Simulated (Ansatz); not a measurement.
# Dielectric response of GaN (10-10) films

How well do thin wurtzite GaN (10-10) films screen a perpendicular field?

Method: plane-wave DFT, PBE, Ansatz PAW, in the first sound run; inputs show where later runs differ, in Ansatz 0.2.0.

Report form: the programs' logs are mostly left out.

## (1) The starting structure

The cell holds 12 atoms: 6 Ga and 6 N. Its edges and angles: a = 3.190 Å, b = 5.190 Å, c = 24.446 Å, α = 90.0°, β = 90.0°, γ = 90.0°. It derives from GaN (wurtzite GaN). Vacuum lies along c.

Coordinates:

```cif
data_structure
_symmetry_space_group_name_H-M 'P 1'
_symmetry_Int_Tables_number 1
_cell_length_a 3.1900
_cell_length_b 5.1900
_cell_length_c 24.4461
_cell_angle_alpha 90.000
_cell_angle_beta 90.000
_cell_angle_gamma 90.000
_cell_volume 404.73
loop_
_atom_site_label
_atom_site_type_symbol
_atom_site_fract_x
_atom_site_fract_y
_atom_site_fract_z
_atom_site_occupancy
Ga1 Ga 0.00000 0.00000 0.36816 1
N2 N 0.00000 0.37700 0.36816 1
Ga3 Ga 0.50000 0.50000 0.40583 1
N4 N 0.50000 0.87700 0.40583 1
Ga5 Ga 0.50000 0.00000 0.48117 1
N6 N 0.50000 0.37700 0.48117 1
Ga7 Ga 0.00000 0.50000 0.51883 1
N8 N 0.00000 0.87700 0.51883 1
Ga9 Ga 0.00000 0.00000 0.59417 1
N10 N 0.00000 0.37700 0.59417 1
Ga11 Ga 0.50000 0.50000 0.63184 1
N12 N 0.50000 0.87700 0.63184 1
```

## (2) Relaxing the film, 12 atoms, units 3

The structure is relaxed first, because levels and dipoles at a surface follow the positions of the outer atoms.

input.yaml

```yaml
crystal:
  lattice:
    - [3.19, 0.0, 0.0]
    - [0.0, 5.19, 0.0]
    - [0.0, 0.0, 24.4461157555]
  atoms:
    - { symbol: Ga, position: [0.0, 0.0, 0.3681566466] }
    - { symbol: "N", position: [0.0, 0.377, 0.3681566466] }
    - { symbol: Ga, position: [0.5, 0.5, 0.4058261762] }
    - { symbol: "N", position: [0.5, 0.877, 0.4058261762] }
    - { symbol: Ga, position: [0.5, 0.0, 0.4811652352] }
    - { symbol: "N", position: [0.5, 0.377, 0.4811652352] }
    - { symbol: Ga, position: [0.0, 0.5, 0.5188347648] }
    - { symbol: "N", position: [0.0, 0.877, 0.5188347648] }
    - { symbol: Ga, position: [0.0, 0.0, 0.5941738238] }
    - { symbol: "N", position: [0.0, 0.377, 0.5941738238] }
    - { symbol: Ga, position: [0.5, 0.5, 0.6318433534] }
    - { symbol: "N", position: [0.5, 0.877, 0.6318433534] }
kpoints:
  mp_grid: { grid: [8, 6, 1] }
hamiltonian:
  xc: pbe
scf:
  occupations: { method: fixed }
  convergence: { dr2_threshold: 1.0e-09 }
efield:
  axis: 3
  dipole_correction: true
  ramp_position: 0.97
  ramp_width: 0.06
relax:
  f_tol: 0.003
  max_steps: 100
output:
  write_potential: true
  write_density: true
  volumetric_format: npy
```

Started as:

```
$ ansatz run input.yaml --threads 4 --pin off --max-ram 12288MiB --backend cpu --events-out ev --progress --plain --runs-dir out
```

Elapsed: 1.7 min, on 4 threads of Arm Neoverse V1, shared host; peak memory 1 GiB.

The steps of the relaxation:

```tsv
step	energy less that of the first step (eV)	largest force component (eV/Å)
1	0.0000	1.9982
2	-0.6876	0.9883
3	-0.9166	0.4813
4	-0.9499	0.1251
5	-0.9548	0.0433
6	-0.9551	0.0106
7	-0.9551	0.0006
```

Forces are held to the 2 operations that the run works with; a distortion that breaks them can't arise in this run.

The atoms that moved most (Å):

```tsv
atom	dx	dy	dz	length
Ga11	0.000	0.139	-0.230	0.269
Ga1	0.000	0.139	0.230	0.269
Ga9	0.000	-0.040	0.155	0.160
Ga3	0.000	-0.040	-0.155	0.160
Ga5	0.000	-0.018	0.060	0.063
Ga7	0.000	-0.018	-0.060	0.063
N4	0.000	-0.045	-0.043	0.062
N10	0.000	-0.045	0.043	0.062
```

Final coordinates:

```xyz
12
Lattice="3.1900 0.0000 0.0000 0.0000 5.1900 0.0000 0.0000 0.0000 24.4461" Properties=species:S:1:pos:R:3
Ga    0.0000    0.1385    9.2304
N     0.0000    1.9421    8.9422
Ga    1.5950    2.5554    9.7659
N     1.5950    4.5063    9.8782
Ga    1.5950   -0.0184   11.8231
N     1.5950    1.9359   11.7387
Ga    0.0000    2.5766   12.6230
N     0.0000    4.5309   12.7075
Ga    0.0000   -0.0396   14.6803
N     0.0000    1.9113   14.5680
Ga    1.5950    2.7335   15.2157
N     1.5950    4.5371   15.5039
```

Numbers from this step:

| Item | Value |
| --- | --- |
| gap on the k-mesh | 1.513 eV |
| dipole along the normal | 1.47e-6 e·Å |
| ionisation energy, upper face | 5.672 eV |
| electron affinity, upper face | 4.159 eV |

Running mean over 2.763 Å of the planar mean; the ramp of the sawtooth is left out. Electron's electrostatic potential energy less the highest filled level against z:

```tsv
z (Å)	electron's electrostatic potential energy less the highest filled level (eV)
3	5.67
4	5.67
5	5.67
6	5.64
7	5.15
8	1.17
9	-3.50
10	-4.59
11	-4.50
12	-4.40
13	-4.33
14	-4.65
15	-4.22
16	-1.23
17	3.87
18	5.57
19	5.67
20	5.67
21	5.67
```

The relaxation took 7 steps and lowered the energy by 0.96 eV; the largest force on the free atoms ends at 5.9e-4 eV/Å.

The gap is 1.51 eV, with the valence edge 5.67 eV and the conduction edge 4.16 eV under the upper vacuum level.

## (3) Single point on the relaxed film, 12 atoms, units 3

The film was relaxed beforehand; a single point on the relaxed positions gives its levels and potential.

input.yaml

```yaml
crystal:
  lattice:
    - [3.19, 0.0, 0.0]
    - [0.0, 5.19, 0.0]
    - [0.0, 0.0, 24.4461157555]
  atoms:
    - { symbol: Ga, position: [0.0, 0.0266918132, 0.3775821688] }
    - { symbol: "N", position: [0.0, 0.3742018732, 0.3657914879] }
    - { symbol: Ga, position: [0.5, 0.4923790711, 0.3994850231] }
    - { symbol: "N", position: [0.5, 0.8682667725, 0.4040785419] }
    - { symbol: Ga, position: [0.5, -0.0035371398, 0.4836399453] }
    - { symbol: "N", position: [0.5, 0.3729974947, 0.480185018] }
    - { symbol: Ga, position: [0.0, 0.4964628626, 0.5163600618] }
    - { symbol: "N", position: [0.0, 0.8729974918, 0.519814973] }
    - { symbol: Ga, position: [0.0, -0.0076208651, 0.6005149901] }
    - { symbol: "N", position: [0.0, 0.3682668326, 0.5959214462] }
    - { symbol: Ga, position: [0.5, 0.5266918674, 0.6224178324] }
    - { symbol: "N", position: [0.5, 0.8742019257, 0.6342085116] }
kpoints:
  mp_grid: { grid: [8, 6, 1] }
hamiltonian:
  xc: pbe
scf:
  occupations: { method: fixed }
  convergence: { dr2_threshold: 1.0e-09 }
efield:
  axis: 3
  dipole_correction: true
  ramp_position: 0.97
  ramp_width: 0.06
output:
  eigenvalues: true
  write_potential: true
  write_density: true
  volumetric_format: npy
```

Run time: 22 s. Hardware: 4 threads; peak memory 1.2 GiB; 88 s of CPU time.

Numbers from this step:

| Item | Value |
| --- | --- |
| dipole along the normal | -4.79e-7 e·Å |

Running mean over 2.763 Å of the planar mean; the ramp of the sawtooth is left out. The electron's electrostatic potential energy less the highest filled level by z:

z (Å), electron's electrostatic potential energy less the highest filled level (eV) and a bar from the least value:
```
      3.0       5.67 ##############################
      3.5       5.67 ##############################
      4.0       5.67 ##############################
      4.5       5.67 ##############################
      5.0       5.67 ##############################
      5.5       5.67 ##############################
      6.0       5.64 ##############################
      6.5       5.55 ##############################
      7.0       5.15 ############################
      7.5       3.65 ########################
      8.0       1.17 #################
      8.5      -1.50 #########
      9.0      -3.50 ###
      9.5      -4.27 #
     10.0      -4.59 
     10.5      -4.64 
     11.0      -4.50 
     11.5      -4.33 #
     12.0      -4.40 #
     12.5      -4.39 #
     13.0      -4.33 #
     13.5      -4.52 
     14.0      -4.65 
     14.5      -4.57 
     15.0      -4.22 #
     15.5      -3.36 ####
     16.0      -1.23 ##########
     16.5       1.45 ##################
     17.0       3.87 #########################
     17.5       5.24 #############################
     18.0       5.57 ##############################
     18.5       5.65 ##############################
     19.0       5.67 ##############################
     19.5       5.67 ##############################
     20.0       5.67 ##############################
     20.5       5.67 ##############################
     21.0       5.67 ##############################
```

The gap is 1.51 eV, with the valence edge 5.67 eV and the conduction edge 4.16 eV under the upper vacuum level.

## (4) Single point, 12 atoms, units 3, field 0.1 V/Å

A sawtooth potential applies the field, turning back in the middle of the vacuum. With the dipole correction the typed value is the field outside the slab. The induced dipole is small, so the SCF threshold is tight.

Changes to input.yaml since step 3:

```diff
@@ -24,3 +24,3 @@
   occupations: { method: fixed }
-  convergence: { dr2_threshold: 1.0e-09 }
+  convergence: { dr2_threshold: 1.0e-10 }
 efield:
@@ -30,4 +30,4 @@
   ramp_width: 0.06
+  amplitude: 0.1
 output:
-  eigenvalues: true
   write_potential: true
```

Elapsed: 29 s, on 4 threads; peak memory 1.2 GiB; 1.9 min of CPU time.

This step gave:

* gap on the k-mesh: 1.506 eV
* dipole along the normal: 0.06936 e·Å

The dipole is 0.0694 e·Å, and the gap on the mesh 1.506 eV.

## (5) Atoms held, 12 atoms, units 3, field -0.1 V/Å

Changes to input.yaml since step 4:

```diff
@@ -30,3 +30,3 @@
   ramp_width: 0.06
-  amplitude: 0.1
+  amplitude: -0.1
 output:
```

Wall time 29 s (4 threads); peak memory 1.2 GiB.

The dipole is -0.0694 e·Å, and the gap on the mesh 1.506 eV.

## (6) Response with the atoms held, 12 atoms, units 3

This step: plane-wave DFT, PBE, Ansatz PAW; response to a field along the normal, atoms held (Ansatz 0.2.0).

The two fields give this film's response with the atoms held: the electronic part.

Numbers from this step:

```yaml
equivalent_conductor_thickness_p_eps_0ae: 7.580 Å
distance_between_the_outer_atoms: 6.562 Å
thickness: 8.288 Å
```

Local field over the applied field, running mean. From the potentials at -0.1 and 0.1 V/Å; running mean over 2.763 Å, taken twice. Local field over applied field against z:

```tsv
z (Å)	local field over applied field
5	0.987
6	0.931
7	0.775
8	0.529
9	0.297
10	0.172
11	0.142
12	0.142
13	0.142
14	0.150
15	0.226
16	0.415
17	0.672
18	0.875
19	0.972
20	0.996
```

Electrons, planar mean, per unit field. The induced electron density by z:

```tsv
z (Å)	induced electron density (e/Å³ per V/Å)
4.5	5.7e-6
5.0	1.7e-5
5.5	5.0e-5
6.0	1.4e-4
6.5	3.6e-4
7.0	8.8e-4
7.5	0.00192
8.0	0.00322
8.5	0.00260
9.0	0.00162
9.5	-3.9e-4
10.0	-0.00111
10.5	-6.7e-4
11.0	3.8e-4
11.5	7.3e-4
12.0	0.00110
12.5	-0.00129
13.0	-6.8e-4
13.5	-2.8e-4
14.0	7.6e-4
14.5	0.00119
15.0	7.4e-5
15.5	-0.00161
16.0	-0.00284
16.5	-0.00310
17.0	-0.00178
17.5	-8.0e-4
18.0	-3.3e-4
18.5	-1.2e-4
19.0	-4.5e-5
19.5	-1.5e-5
20.0	-5.1e-6
```

By hand: between -0.1 and 0.1 V/Å the dipole changes by 0.1387 e·Å, a slope of 0.6936 e·Å²/V. A perfect conductor of thickness t has p = ε₀AEt, so t = 180.95 × 0.6936 / 16.556 = 7.58 Å (e/ε₀ = 180.95 V·Å, A in Å²).

The induced dipole is that of a conductor 7.58 Å thick.

## (7) Relaxing in the field, 12 atoms, field 0.05 V/Å

This step: plane-wave DFT, PBE, Ansatz PAW (Ansatz 0.2.0).

Now the atoms may follow the field. A weak field makes forces of meV/Å to tens of meV/Å, so the force tolerance is set well below the usual one.

Changes to input.yaml since step 5:

```diff
@@ -30,3 +30,6 @@
   ramp_width: 0.06
-  amplitude: -0.1
+  amplitude: 0.05
+relax:
+  f_tol: 0.0006
+  max_steps: 70
 output:
```

It took 62 s on 4 threads; peak memory 1 GiB.

Hardly anything moved in the relaxation; the energy changed by under 0.2 meV an atom.

This step gave:

```
gap on the k-mesh       : 1.513 eV
dipole along the normal : 0.03784 e·Å
```

The relaxation took 4 steps and lowered the energy by 7.8e-5 eV; the largest force on the free atoms ends at 5.6e-4 eV/Å.

The dipole is 0.0378 e·Å, and the gap on the mesh 1.513 eV.

## (8) Field on, atoms free, 12 atoms, field -0.05 V/Å

The opposite sign, again from the field-free geometry; the difference of the two cancels what relaxes without a field.

Changes to input.yaml since step 7:

```diff
@@ -30,3 +30,3 @@
   ramp_width: 0.06
-  amplitude: 0.05
+  amplitude: -0.05
 relax:
```

Elapsed: 73 s, on 4 threads; peak memory 1 GiB; 4.8 min of CPU time.

Hardly anything moved in the relaxation; the energy changed by under 0.2 meV an atom.

The relaxation took 5 steps and lowered the energy by 7.8e-5 eV; the largest force on the free atoms ends at 4.9e-4 eV/Å.

The dipole is -0.0378 e·Å, and the gap on the mesh 1.513 eV.

## (9) Response with the atoms relaxed, 12 atoms, units 3

This step: plane-wave DFT, PBE, Ansatz PAW; response to a field along the normal, atoms relaxed (Ansatz 0.2.0).

The two relaxed runs give the static response.

Numbers from this step:

| Item | Value |
| --- | --- |
| equivalent conductor thickness p/(ε₀AE) | 8.269 Å |

Local field over the applied field, running mean. From the potentials at -0.05 and 0.05 V/Å; running mean over 2.763 Å, taken twice. Table of local field over applied field by z:

```tsv
z (Å)	local field over applied field
5	0.988
6	0.924
7	0.765
8	0.478
9	0.229
10	0.0809
11	0.0690
12	0.0797
13	0.0709
14	0.0735
15	0.139
16	0.357
17	0.642
18	0.869
19	0.972
20	0.996
```

The induced dipole is that of a conductor 8.27 Å thick.

## (10) Relaxing the film, 16 atoms, units 4

This step: plane-wave DFT, PBE, Ansatz PAW (Ansatz 0.2.0).

System of this step: GaN (10-10), 4 units. The cell holds 16 atoms: 8 Ga and 8 N. Cell: a = 3.190 Å, b = 5.190 Å, c = 27.209 Å, α = 90.0°, β = 90.0°, γ = 90.0°. It derives from GaN (wurtzite GaN). Vacuum lies along c.

The next thickness, treated alike, so that differences show the interior and the faces cancel.

input.yaml

```yaml
crystal:
  lattice:
    - [3.19, 0.0, 0.0]
    - [0.0, 5.19, 0.0]
    - [0.0, 0.0, 27.2087367936]
  atoms:
    - { symbol: Ga, position: [0.0, 0.0, 0.3307761058] }
    - { symbol: "N", position: [0.0, 0.377, 0.3307761058] }
    - { symbol: Ga, position: [0.5, 0.5, 0.3646208846] }
    - { symbol: "N", position: [0.5, 0.877, 0.3646208846] }
    - { symbol: Ga, position: [0.5, 0.0, 0.4323104423] }
    - { symbol: "N", position: [0.5, 0.377, 0.4323104423] }
    - { symbol: Ga, position: [0.0, 0.5, 0.4661552212] }
    - { symbol: "N", position: [0.0, 0.877, 0.4661552212] }
    - { symbol: Ga, position: [0.0, 0.0, 0.5338447788] }
    - { symbol: "N", position: [0.0, 0.377, 0.5338447788] }
    - { symbol: Ga, position: [0.5, 0.5, 0.5676895577] }
    - { symbol: "N", position: [0.5, 0.877, 0.5676895577] }
    - { symbol: Ga, position: [0.5, 0.0, 0.6353791154] }
    - { symbol: "N", position: [0.5, 0.377, 0.6353791154] }
    - { symbol: Ga, position: [0.0, 0.5, 0.6692238942] }
    - { symbol: "N", position: [0.0, 0.877, 0.6692238942] }
kpoints:
  mp_grid: { grid: [8, 6, 1] }
hamiltonian:
  xc: pbe
scf:
  occupations: { method: fixed }
  convergence: { dr2_threshold: 1.0e-09 }
efield:
  axis: 3
  dipole_correction: true
  ramp_position: 0.97
  ramp_width: 0.06
relax:
  f_tol: 0.003
  max_steps: 100
output:
  write_potential: true
  write_density: true
  volumetric_format: npy
```

Elapsed: 2.7 min, on 4 threads; peak memory 1.3 GiB; 10 min of CPU time.

The steps of the relaxation:

```tsv
step	energy less that of the first step (eV)	largest force component (eV/Å)
1	0.0000	2.0367
2	-0.6986	0.9931
3	-0.9144	0.4191
4	-0.9401	0.1672
5	-0.9445	0.0465
6	-0.9448	0.0066
7	-0.9449	0.0012
```

Forces are held to the 2 operations that the run works with; a distortion that breaks them can't arise in this run.

The atoms that moved most (Å):

```tsv
atom	dx	dy	dz	length
Ga1	0.000	0.146	0.202	0.249
Ga15	0.000	0.146	-0.202	0.249
Ga13	0.000	-0.039	0.161	0.165
Ga3	0.000	-0.039	-0.161	0.165
N2	0.000	-0.006	-0.077	0.077
N16	0.000	-0.006	0.077	0.077
N14	0.000	-0.040	0.063	0.074
N4	0.000	-0.040	-0.063	0.074
```

The relaxed structure:

```xyz
16
Lattice="3.1900 0.0000 0.0000 0.0000 5.1900 0.0000 0.0000 0.0000 27.2087" Properties=species:S:1:pos:R:3
Ga    0.0000    0.1462    9.2019
N     0.0000    1.9504    8.9231
Ga    1.5950    2.5563    9.7600
N     1.5950    4.5119    9.8580
Ga    1.5950   -0.0032   11.7829
N     1.5950    1.9472   11.7205
Ga    0.0000    2.5658   12.6432
N     0.0000    4.5319   12.6807
Ga    0.0000   -0.0292   14.5655
N     0.0000    1.9369   14.5280
Ga    1.5950    2.5918   15.4258
N     1.5950    4.5422   15.4882
Ga    1.5950   -0.0387   17.4487
N     1.5950    1.9169   17.3507
Ga    0.0000    2.7412   18.0069
N     0.0000    4.5454   18.2856
```

The relaxation took 7 steps and lowered the energy by 0.94 eV; the largest force on the free atoms ends at 0.0012 eV/Å.

The gap is 1.48 eV, with the valence edge 5.66 eV and the conduction edge 4.18 eV under the upper vacuum level.

## (11) Single point on the relaxed film, 16 atoms, units 4

input.yaml

```yaml
crystal:
  lattice:
    - [3.19, 0.0, 0.0]
    - [0.0, 5.19, 0.0]
    - [0.0, 0.0, 27.2087367936]
  atoms:
    - { symbol: Ga, position: [0.0, 0.0281744339, 0.3381947856] }
    - { symbol: "N", position: [0.0, 0.3758063795, 0.327950393] }
    - { symbol: Ga, position: [0.5, 0.4925524573, 0.3587090457] }
    - { symbol: "N", position: [0.5, 0.8693529578, 0.3623101522] }
    - { symbol: Ga, position: [0.5, -0.0006261848, 0.433057189] }
    - { symbol: "N", position: [0.5, 0.3751817212, 0.4307641472] }
    - { symbol: Ga, position: [0.0, 0.4943657181, 0.4646753245] }
    - { symbol: "N", position: [0.0, 0.8731925214, 0.4660525024] }
    - { symbol: Ga, position: [0.0, -0.0056342816, 0.5353246755] }
    - { symbol: "N", position: [0.0, 0.3731925211, 0.5339474977] }
    - { symbol: Ga, position: [0.5, 0.4993738146, 0.5669428109] }
    - { symbol: "N", position: [0.5, 0.8751817207, 0.569235853] }
    - { symbol: Ga, position: [0.5, -0.0074475445, 0.6412909543] }
    - { symbol: "N", position: [0.5, 0.3693529558, 0.637689848] }
    - { symbol: Ga, position: [0.0, 0.5281744323, 0.6618052143] }
    - { symbol: "N", position: [0.0, 0.8758063771, 0.6720496067] }
kpoints:
  mp_grid: { grid: [8, 6, 1] }
hamiltonian:
  xc: pbe
scf:
  occupations: { method: fixed }
  convergence: { dr2_threshold: 1.0e-09 }
efield:
  axis: 3
  dipole_correction: true
  ramp_position: 0.97
  ramp_width: 0.06
output:
  eigenvalues: true
  write_potential: true
  write_density: true
  volumetric_format: npy
  elf: true
```

The job ended after 36 s (4 threads; peak memory 1.6 GiB; 2.4 min of CPU time).

The gap is 1.48 eV, with the valence edge 5.66 eV and the conduction edge 4.18 eV under the upper vacuum level.

## (12) Atoms held, 16 atoms, units 4, field 0.1 V/Å

Changes to input.yaml since step 11:

```diff
@@ -28,3 +28,3 @@
   occupations: { method: fixed }
-  convergence: { dr2_threshold: 1.0e-09 }
+  convergence: { dr2_threshold: 1.0e-10 }
 efield:
@@ -34,4 +34,4 @@
   ramp_width: 0.06
+  amplitude: 0.1
 output:
-  eigenvalues: true
   write_potential: true
@@ -39,2 +39 @@
   volumetric_format: npy
-  elf: true
```

Run time: 45 s. Hardware: 4 threads; peak memory 1.5 GiB; 2.9 min of CPU time.

The dipole is 0.0907 e·Å, and the gap on the mesh 1.458 eV.

## (13) Single point, 16 atoms, units 4, field -0.1 V/Å

Changes to input.yaml since step 12:

```diff
@@ -34,3 +34,3 @@
   ramp_width: 0.06
-  amplitude: 0.1
+  amplitude: -0.1
 output:
```

Run time: 45 s. Hardware: 4 threads; peak memory 1.5 GiB.

The dipole is -0.0907 e·Å, and the gap on the mesh 1.458 eV.

## (14) Response with the atoms held, 16 atoms, units 4

This step: plane-wave DFT, PBE, Ansatz PAW; response to a field along the normal, atoms held (Ansatz 0.2.0).

Local field over the applied field, running mean. From the potentials at -0.1 and 0.1 V/Å; running mean over 2.763 Å, taken twice. Local field over applied field against z:

```tsv
z (Å)	local field over applied field
4	0.998
5	0.986
6	0.928
7	0.769
8	0.523
9	0.294
10	0.174
11	0.148
12	0.153
13	0.156
14	0.156
15	0.153
16	0.149
17	0.163
18	0.259
19	0.469
20	0.723
21	0.904
22	0.980
23	0.997
```

The induced dipole is that of a conductor 9.92 Å thick.

(Continued in part 2 of 3.)

[Logs are printed without paths, hosts, clocks, repeated set-up lines and the standing remarks that a program may print on its own settings, such as how far it seeks lower states.]

[Hosts, paths, dates, database ids (printed as entryN), source tags and the programs' standing remarks are cut or masked in the printed files.]

[Maps of the electrostatic potential energy from Ansatz leave out the sawtooth potential of an applied field or a dipole correction, so their vacuum need not be flat; planar profiles and work functions include it.]
